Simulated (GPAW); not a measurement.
Consider MnPbO3 (Pm-3m).

```xyz
10
Lattice="3.9146 3.9146 0.0000 0.0000 3.9146 3.9146 3.9146 0.0000 3.9146" Properties=species:S:1:pos:R:3 pbc="T T T"
Pb    0.0000    0.0000    0.0000
Pb    3.9146    3.9146    3.9146
Mn    1.9573    1.9573    1.9573
Mn    5.8719    5.8719    5.8719
O     1.9573    1.9573    0.0000
O     1.9573    1.9573    3.9146
O     1.9573    0.0000    1.9573
O     1.9573    3.9146    1.9573
O     0.0000    1.9573    1.9573
O     3.9146    1.9573    1.9573
```

Absorber: atom 3, with 6 O at 1.96 Å (octahedral, site symmetry m-3m). Method: GPAW, LDA, excited-electron core hole (neutral cell), 10-atom cell with 5.5 Å between holes, 6×6×6 k points, dipole transitions, Gaussian full width 1.16 eV up to 4 eV, rising linearly to 3.5 eV at 25 eV, without spin-orbit coupling.

Question: Predict the near-edge structure at the Mn K edge.

Main maxima up to 30 eV above the zero (height): 1.2 eV (0.23), 3.0 eV (0.32), 13.4 eV (2.63), 19.4 eV (2.66) and 27.4 eV (1.85). A K edge sees empty p states. The first eV above the zero hold little dipole weight, as the lowest empty bands are of d character; the main edge, of 4p character, rises through 0.6 near 10 eV above the zero. The total-energy difference is 6519.71 eV. The tabulated edge of the element is 6539 eV. The functional leaves an error in such absolute values: in the free atom LDA prices this hole 15.4 eV below PBE (computed apart), and PBE is itself good to a few eV.

The Mn K spectrum (energy from the lowest empty level; intensity scaled to a mean of 1 over the first 20 eV):

| E (eV) | intensity |
| --- | --- |
| -2.0 | 0.00 |
| -1.5 | 0.00 |
| -1.0 | 0.00 |
| -0.5 | 0.02 |
| 0.0 | 0.09 |
| 0.5 | 0.17 |
| 1.0 | 0.23 |
| 1.5 | 0.21 |
| 2.0 | 0.18 |
| 2.5 | 0.25 |
| 3.0 | 0.32 |
| 3.5 | 0.23 |
| 4.0 | 0.09 |
| 4.5 | 0.02 |
| 5.0 | 0.01 |
| 5.5 | 0.01 |
| 6.0 | 0.01 |
| 6.5 | 0.00 |
| 7.0 | 0.00 |
| 7.5 | 0.00 |
| 8.0 | 0.00 |
| 8.5 | 0.01 |
| 9.0 | 0.03 |
| 9.5 | 0.11 |
| 10.0 | 0.29 |
| 10.5 | 0.62 |
| 11.0 | 1.07 |
| 11.5 | 1.58 |
| 12.0 | 2.02 |
| 12.5 | 2.35 |
| 13.0 | 2.56 |
| 13.5 | 2.63 |
| 14.0 | 2.50 |
| 14.5 | 2.16 |
| 15.0 | 1.72 |
| 15.5 | 1.35 |
| 16.0 | 1.20 |
| 16.5 | 1.29 |
| 17.0 | 1.57 |
| 17.5 | 1.92 |
| 18.0 | 2.24 |
| 18.5 | 2.49 |
| 19.0 | 2.63 |
| 19.5 | 2.66 |
| 20.0 | 2.57 |
| 20.5 | 2.39 |
| 21.0 | 2.15 |
| 21.5 | 1.88 |
| 22.0 | 1.63 |
| 22.5 | 1.41 |
| 23.0 | 1.25 |
| 23.5 | 1.15 |
| 24.0 | 1.13 |
| 24.5 | 1.18 |
| 25.0 | 1.29 |
| 25.5 | 1.44 |
| 26.0 | 1.60 |
| 26.5 | 1.74 |
| 27.0 | 1.83 |
| 27.5 | 1.85 |
| 28.0 | 1.79 |
| 28.5 | 1.67 |
| 29.0 | 1.51 |
| 29.5 | 1.35 |
| 30.0 | 1.20 |
| 30.5 | 1.09 |
| 31.0 | 1.02 |
| 31.5 | 0.98 |
| 32.0 | 0.96 |

The hole lies in one spin channel, while the script sums the empty states of both and takes the lower zero; where the two channels are split, this blurs and shifts the curve. The unit cell's mesh shows no gap over 0.35 eV. That is right for a metallic compound; for a small-gap or correlated insulator it would be the fault of the functional or of the assumed magnetic order, and the hole would be screened too well. Quadrupole 1s→3d transitions, which feed the pre-edge, are not in the dipole spectrum. The spins start antiferromagnetically in a simple order, which needn't be the measured one; gap and edge can depend on it. The holes are only 5.5 Å apart, so the shape is probably not converged with cell size; no larger cell was run here. Lifetime broadening is put in by hand, and intensities beyond about 20 eV depend on it and on the partial waves. The structure is a computed Materials Project entry and may be a hypothetical form.

[Banner, clock and machine lines of the logs are left out without a mark of their own.]

[Logs are printed without paths, hosts, clocks, repeated set-up lines and the standing remarks that a program may print on its own settings, such as how far it seeks lower states.]

[Hosts, paths, dates, database ids (printed as entryN), source tags and the programs' standing remarks are cut or masked in the printed files.]

[Lists of maxima count a maximum above −3 eV only where it reaches 4 % of the highest in the window and stands out from its surroundings by 2 % of it (1.5 % where it reaches 55 %); shoulders and weaker maxima are passed over, and of the rest the first, up to two pre-edge ones and the few strongest are named.]
